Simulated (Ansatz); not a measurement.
# KTaO3 (Pm-3m): refractive index against wavelength

The refractive index of KTaO3 (Pm-3m) below the direct gap (2.83 eV on the mesh) is read from one computed spectrum, n = √(Re ε).

Cell: a, b, c = 3.988, 3.988, 3.988 Å (primitive vectors), 5 atoms.

Method: Ansatz 0.2.0, PBE, independent particles, k-mesh 8×8×8 with interpolation inside its cells, Gaussian parameter 0.1 eV.

Launch of the response step: `ansatz run input.yaml --threads 4 --pin off --max-ram 8192MiB --backend cpu --events-out ev --progress --plain --runs-dir out`. The run took 9 s, on 4 threads of Intel(R) Xeon(R) Platinum 8488C (Sapphire Rapids) (shared host).

| wavelength (nm) | photon energy E (eV) | n |
| --- | --- | --- |
| 2000 | 0.620 | 2.3488 |
| 1550 | 0.800 | 2.3570 |
| 1310 | 0.946 | 2.3654 |
| 1064 | 1.165 | 2.3814 |
| 850 | 1.459 | 2.4099 |
| 700 | 1.771 | 2.4521 |
| 633 | 1.959 | ? |

In the single-oscillator model n² − 1 = E₀E_d/(E₀² − E²), so 1/(n² − 1) = E₀/E_d − E²/(E₀E_d) is linear in E².

Working, on the rows shown:

| x = E² (eV²) | y = 1/(n² − 1) |
| --- | --- |
| 0.384302 | 0.221393 |
| 0.639837 | 0.219517 |
| 0.895757 | 0.217622 |
| 1.35784 | 0.214084 |
| 2.12762 | 0.208003 |
| 3.13716 | 0.19949 |

Means: x̄ = 1.4238, ȳ = 0.21335. Σ(x − x̄)(y − ȳ) = -0.04301, Σ(x − x̄)² = 5.409. Slope = -0.04301 / 5.409 = -0.007951; intercept = ȳ − slope · x̄ = 0.22467. Turned back into n, the line misses the rows shown by at most 0.0012.

Problem. Predict the last column of the withheld row from the fit.

Solution. At x = 3.8364 the line gives y = 0.19417, that is 2.4800. The run gave 2.4853, so the extrapolation is off by 0.0053, 4 % of the range in the table.

Refitted with all rows, the slope is -0.008149 and the intercept 0.22488. These give E₀ = √(intercept/−slope) = 5.25 eV and E_d = E₀/intercept = 23.4 eV; E₀ is 1.9 times the direct gap. The electronic limit at long wavelengths, without lattice vibrations, is n = √(1 + 1/intercept) = 2.334. Excitons are left out and so are local fields; PBE gaps are as a rule too small. Spin-orbit coupling is left out.
